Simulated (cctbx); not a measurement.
## What is wrong with this refinement?

Cell a = 6.0470 Å, b = 6.0470 Å, c = 6.0470 Å, α = 90.00°, β = 90.00°, γ = 90.00°; space group Im-3m (no. 229). The compound is TiCd4.

Simulated single-crystal data (cctbx): Ga Kα, λ = 1.3414 Å, to d = 0.83 Å, 50 % of the full sphere, strongest reflection 5000 counts, noise from counting, a 2 % proportional error and a noise floor of 8 counts (s.d.); no absorption.

An anisotropic refinement with weights 1/σ² prints:

```text
Rint 0.035, 32 unique reflections to 0.84 A
cycle     R1     wR2    GooF  max shift (A)
   1  0.2077  0.2342  12.400   0.00000
   2  0.2085  0.2319  12.281   0.00000
final R1 0.2085 wR2 0.2319 GooF 12.281  parameters 2  data/parameter 16.0
atom        x        y        z      Ueq    occ   su(xyz)  su(Uiso or U11)
Cd1    0.25000  0.75000  0.25000   0.0134  1.000  0.00000  0.0030
difference map: max 15.58 min -7.62 rms 2.34
Q1    0.0000  0.0000  0.5000    6   15.58  2.62 A from Cd1
Q2    0.0000  0.0000  0.0000    2   15.57  2.62 A from Cd1
Q3    0.1994  0.1994  0.1994   16   10.52  0.53 A from Cd1
Q4    0.0000  0.2089  0.2089   24    4.00  1.55 A from Cd1
Q5    0.1019  0.1019  0.1019   16    2.23  1.55 A from Cd1
Q6    0.0570  0.0570  0.1950   48    1.59  1.68 A from Cd1
```

Q: Accept it or mend it, and why?

Mend it. The fault: an atom left out, Ti at (0, 0, 0). Against the right model at the same level, R1 goes from 0.0104 to 0.2085 and GooF from 0.95 to 12.28 and the top difference peak, 15.6 e/Å³, lies 2.62 Å from Cd1. Q2 is the missing atom. With scattering power missing, scale and phases suffer, so peaks may also grow on the heavy atoms.

The compound is TiCd4. The right model at the same level gives:

```text
Rint 0.035, 32 unique reflections to 0.84 A
cycle     R1     wR2    GooF  max shift (A)
   1  0.0104  0.0191   1.027   0.00000
   2  0.0104  0.0176   0.946   0.00000
final R1 0.0104 wR2 0.0176 GooF 0.946  parameters 3  data/parameter 10.7
atom        x        y        z      Ueq    occ   su(xyz)  su(Uiso or U11)
Cd1    0.25000  0.75000  0.25000   0.0111  1.000  0.00000  0.0002
Ti1    0.00000  0.00000  0.00000   0.0110  1.000  0.00000  0.0008
difference map: max 0.58 min -0.99 rms 0.18
Q1    0.0000  0.3348  0.3348   24    0.58  1.68 A from Cd1
Q2    0.0000  0.0000  0.5000    6    0.57  2.62 A from Cd1
Q3    0.0000  0.1737  0.5000   24    0.48  2.19 A from Cd1
Q4    0.0000  0.1570  0.2868   48    0.37  1.63 A from Cd1
Q5    0.1000  0.3667  0.3667   48    0.31  1.35 A from Cd1
Q6    0.0635  0.0635  0.0635   16    0.21  0.66 A from Ti1
```

This is a model crystal, built by substitution and not relaxed, with assumed displacement parameters.

[Middle refinement cycles are left out of these outputs.]

[Logs are printed without paths, hosts, clocks, repeated set-up lines and the standing remarks that a program may print on its own settings, such as how far it seeks lower states.]
